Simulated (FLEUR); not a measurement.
## MnO (Manganosite): exchange couplings by hand from total energies

Can a spin model with one coupling foretell the energy of a further order of MnO (Manganosite)?

Method: PBE with U = 4 eV on Mn d; all-electron FLAPW, Dirac cores, scalar-relativistic bands, in FLEUR MaX-R8.1.

## 1. Starting point

It takes space group Fm-3m (No. 225, cubic). Conventional cell: a = 4.446 Å, b = 4.446 Å, c = 4.446 Å, α = 90.00°, β = 90.00°, γ = 90.00°. Nearest to Mn lie 6 O at 2.22 Å. Nearest to O lie 6 Mn at 2.22 Å. Farther neighbours and most contacts between anions are not listed.

Coordinates:

```cif
data_structure
_symmetry_space_group_name_H-M 'P 1'
_symmetry_Int_Tables_number 1
_cell_length_a 3.1438
_cell_length_b 3.1438
_cell_length_c 3.1438
_cell_angle_alpha 60.000
_cell_angle_beta 60.000
_cell_angle_gamma 60.000
_cell_volume 21.97
loop_
_atom_site_label
_atom_site_type_symbol
_atom_site_fract_x
_atom_site_fract_y
_atom_site_fract_z
_atom_site_occupancy
Mn1 Mn 0.00000 0.00000 0.00000 1
O2 O 0.50000 0.50000 0.50000 1
```

## 2. The parallel order

All energies count from this run. A Hubbard U acts on the open shell, since semilocal functionals spread its electrons too much.

inpgen writes inp.xml from crystal.txt; cutoffs, mixing, functional, smearing and local orbitals are then set in the file. The k list default-1 (kpts.xml, not shown) is a Γ-centred 6×6×6 mesh; where the ranks do not divide the number of points, some are split in two of half the weight.

Contents of inp.xml:

```
<?xml version="1.0" encoding="UTF-8" standalone="no"?>
<fleurInput fleurInputVersion="0.39">
   <comment>
      MnO
   </comment>
   <calculationSetup>
      <cutoffs Kmax="4.05" Gmax="10.1" GmaxXC="10.1" numbands="0"/>
      <scfLoop itmax="130" minDistance="0.0001" maxIterBroyd="15" imix="Anderson" alpha="0.05" precondParam="0.0" spinf="2.0" sdNocoIR="T"/>
      <coreElectrons ctail="T" frcor="F" kcrel="0" coretail_lmax="0"/>
      <xcFunctional name="pbe" relativisticCorrections="F"/>
      <magnetism jspins="2"/>
      <soc l_soc="F" theta="0.0" phi="0.0" spav="F"/>
      <expertModes spex="0" secvar="F"/>
      <geometryOptimization l_f="F" forcealpha="1.0" forcemix="BFGS" epsdisp="0.00001" epsforce="0.00001"/>
      <ldaU l_linMix="F" mixParam="0.05" spinf="1.0"/>
   </calculationSetup>
   <cell>
      <bzIntegration valenceElectrons="21.0" mode="hist" fermiSmearingEnergy="0.0055124">
         <kPointListSelection listName="default-1"/>
         <xi:include xmlns:xi="http://www.w3.org/2001/XInclude" href="kpts.xml"> </xi:include>
      </bzIntegration>
      <xi:include xmlns:xi="http://www.w3.org/2001/XInclude" href="sym.xml"> </xi:include>
      <bulkLattice scale="1.0">
         <bravaisMatrix>
            <row-1>    0.0000000000000000     4.2008611749857998     4.2008611749857998</row-1>
            <row-2>    4.2008611749857998     0.0000000000000000     4.2008611749857998</row-2>
            <row-3>    4.2008611749857998     4.2008611749857998     0.0000000000000000</row-3>
         </bravaisMatrix>
      </bulkLattice>
   </cell>
   <atomSpecies>
      <species name="Manganese 4.500" element="Mn" atomicNumber="25">
         <mtSphere radius="2.62" gridPoints="867" logIncrement="0.014"/>
         <atomicCutoffs lmax="10" lnonsphr="8"/>
         <electronConfig flipSpins="F">
            <coreConfig>(1s1/2) (2s1/2) (2p1/2) (2p3/2)</coreConfig>
            <valenceConfig>(3s1/2) (3p1/2) (3p3/2) (4s1/2) (3d3/2) (3d5/2)</valenceConfig>
            <stateOccupation state="(3d3/2)" spinUp="1.75" spinDown="0.25"/>
            <stateOccupation state="(3d5/2)" spinUp="3.0" spinDown="0.0"/>
         </electronConfig>
         <energyParameters s="4" p="4" d="3" f="4"/>
         <ldaU l="2" U="4.0" J="0.0" l_amf="F"/>
         <lo type="SCLO" l="0" n="3" eDeriv="0"/>
         <lo type="SCLO" l="1" n="3" eDeriv="0"/>
      </species>
      <species name="Oxygen (O)" element="O" atomicNumber="8">
         <mtSphere radius="1.48" gridPoints="489" logIncrement="0.022"/>
         <atomicCutoffs lmax="6" lnonsphr="4"/>
         <electronConfig flipSpins="F">
            <coreConfig>(1s1/2)</coreConfig>
            <valenceConfig>(2s1/2) (2p1/2) (2p3/2)</valenceConfig>
            <stateOccupation state="(2p1/2)" spinUp="0.666667" spinDown="0.666667"/>
            <stateOccupation state="(2p3/2)" spinUp="1.333333" spinDown="1.333333"/>
         </electronConfig>
         <energyParameters s="2" p="2" d="3" f="4"/>
      </species>
   </atomSpecies>
   <atomGroups>
      <atomGroup species="Manganese 4.500">
         <relPos label="                   1">.0000000000 .0000000000 .0000000000</relPos>
         <force calculate="T" relaxXYZ="TTT"/>
      </atomGroup>
      <atomGroup species="Oxygen (O)">
         <relPos label="                   2">1.000/2.000 1.000/2.000 1.000/2.000</relPos>
         <force calculate="T" relaxXYZ="TTT"/>
      </atomGroup>
   </atomGroups>
   <output dos="F" band="F" slice="F">
      <bandDOS minEnergy="-.5*Htr" maxEnergy="0.5*Htr" sigma="0.015" storeEVData="T"/>
      <plotting iplot="0" polar="F">
         <plot TwoD="T" vec1="  1.0  0.0  0.0" vec2="  0.0  1.0  0.0" vec3="  0.0  0.0  1.0" zero="  0.0  0.0  0.0" file="plot"/>
      </plotting>
      <moessbauerParams electricFieldGradient="F" isomerShift="F" coreHyperfine="F" valenceHyperfine="F"/>
   </output>
</fleurInput>
```

Contents of crystal.txt:

```
MnO
&input film=F cartesian=F /
0.00000000000  2.22300000000  2.22300000000
2.22300000000  0.00000000000  2.22300000000
2.22300000000  2.22300000000  0.00000000000
1.8897261246
1.0 1.0 1.0

2
25 0.00000000000  0.00000000000  0.00000000000 : 4.500
8 0.50000000000  0.50000000000  0.50000000000

&kpt div1=6 div2=6 div3=6 gamma=T /
```

Run with:

```
OMP_NUM_THREADS=1 inpgen -f crystal.txt > inpgen.log  # inp.xml is then edited as shown
OMP_NUM_THREADS=1 mpirun -n 4 fleur_MPI > fleur.log
```

What it wrote:

```text
Welcome to FLEUR        (www.flapw.de)
      MaX-Release 8.1          (www.max-centre.eu)

 ========== k-point set info ==========
 Selected k-point list: default-1
 k-point list type: mesh
 6 x 6 x 6
 Number of k points: 16

 [... set-up left out ...]
 no density matrix found ... skipping LDA+U
 Reset of history
 Iteration:     1   Distance:      20.97023899 me/bohr^3
 Iteration:     2   Distance:      19.03328277 me/bohr^3
 Iteration:     3   Distance:      16.36359188 me/bohr^3
 Iteration:     4   Distance:       8.28971465 me/bohr^3
[...]
[... left out ...]
            <freeEnergy value="-1233.8870108865"/>
            <extrapolationTo0K value="-1233.8869543785"/>
         </totalEnergy>
         [... left out ...]
         <ldaUDensityMatrixConvergence>
            <distance spin="1" distance="0.000000"/>
            <distance spin="2" distance="0.000000"/>
         </ldaUDensityMatrixConvergence>
         <densityConvergence units="me/bohr^3">
            <chargeDensity spin="1" distance="0.0000390677"/>
            <chargeDensity spin="2" distance="0.0000145788"/>
            <overallChargeDensity distance="0.0000401666"/>
            <spinDensity distance="0.0000431776"/>
         </densityConvergence>
      </iteration>
```

Wall time 8.2 s (4 MPI ranks of Intel Xeon 6975P-C (Granite Rapids), shared host); peak memory 0.23 GiB.

Spin moment in the muffin-tin sphere by atom:

```
atom  spin moment in the muffin-tin sphere (μB)
 Mn1                                       4.73
  O2                                       0.15
```

Numbers from this step:

| Quantity | Value |
| --- | --- |
| free energy | -33575.7760 eV |
| program's band gap on this mesh (in a metal only a level spacing) | 0.3254 eV |
| magnetization | 5 μB |
| final state | ferromagnetic |

After 19 cycles the largest moment stands at 4.73 μB.

## 3. The orders used for the fit

The other orders were run with the same settings, on meshes that hold the same points. Free energies are divided by the number of Mn atoms; q is in fractions of the reciprocal vectors of the first run's cell.

```csv
order,atoms,mesh,free energy (eV),eV per Mn,largest moment (μB)
F +,2,6×6×6,-33575.7760,-33575.7760,4.73
"AF q=(0,1/2,1/2) +-",4,6×3×6,-67151.6559,-33575.8279,4.71
```

## 4. Counting neighbours

With E = −Σ J e_i·e_j over ordered pairs of unit vectors, turning a neighbour from parallel to opposed costs 2J a Mn atom. So an order lies 2 Σ n J over the parallel one, n being the opposed neighbours in each shell.

```
shell  distance (Å)  neighbours  opposed in AF q=(0,1/2,1/2) +-  opposed in AF q=(0,0,1/2) +-
   J1          3.14          12                               8                             6
   J2          4.45           6                               0                             6
```

Only J1 is kept.

## 5. Solving

```
2 × 8 × J1 = -51.9 meV    (AF q=(0,1/2,1/2) +-)
J1 = -3.24 meV
```

## 6. The test

The couplings now give the orders that were left out:

```
2 × 6 × (-3.24) = -38.9 meV    (AF q=(0,0,1/2) +-)
```

The runs themselves:

| order | atoms | mesh | free energy (eV) | eV per Mn | largest moment (μB) | over the parallel order (meV) | foretold (meV) |
| --- | --- | --- | --- | --- | --- | --- | --- |
| AF q=(0,0,1/2) +- | 4 | 6×6×3 | -67151.6900 | -33575.8450 | 4.65 | -69.0 | -38.9 |

## 7. One more shell

One try is to add the next shell, though changing moments can also cause the miss. Both differences then fix both couplings, and no order is left for a test.

```
2 × 8 × J1 = -51.9 meV    (AF q=(0,1/2,1/2) +-)
2 × 6 × J1 + 2 × 6 × J2 = -69.0 meV    (AF q=(0,0,1/2) +-)
J1 = -3.24 meV
J2 = -2.51 meV
```

## 8. Summary of results

| Property | Result |
| --- | --- |
| effective coupling of the reversed pairs, counted on J1 (Mn–Mn at 3.14 Å) | -3.24 meV |
| largest miss on the orders left out | 30 meV |
| J1 with two shells | -3.24 meV |
| J2 with two shells | -2.51 meV |

What this shows: The model misses the order left out by 30 meV, 44 % of the largest distance from the parallel order, so it fails: these couplings alone don't describe the crystal. With the next shell added the couplings are J1 = -3.24 and J2 = -2.51 meV, untested. The largest moments of the orders differ by 1.6 % of the greatest. One difference fixes one number: it sums all reversed shells and need not be the coupling of the nearest one, even in sign.

[Logs and program files are shortened in this print: banners, set-up blocks, solver, clock and traceback lines can be left out without a mark of their own.]

[Logs are printed without paths, hosts, clocks, repeated set-up lines and the standing remarks that a program may print on its own settings, such as how far it seeks lower states.]

[Hosts, paths, dates, database ids (printed as entryN), source tags and the programs' standing remarks are cut or masked in the printed files.]

[Where a cell is said to come from a database of computed structures, the database is the Materials Project.]
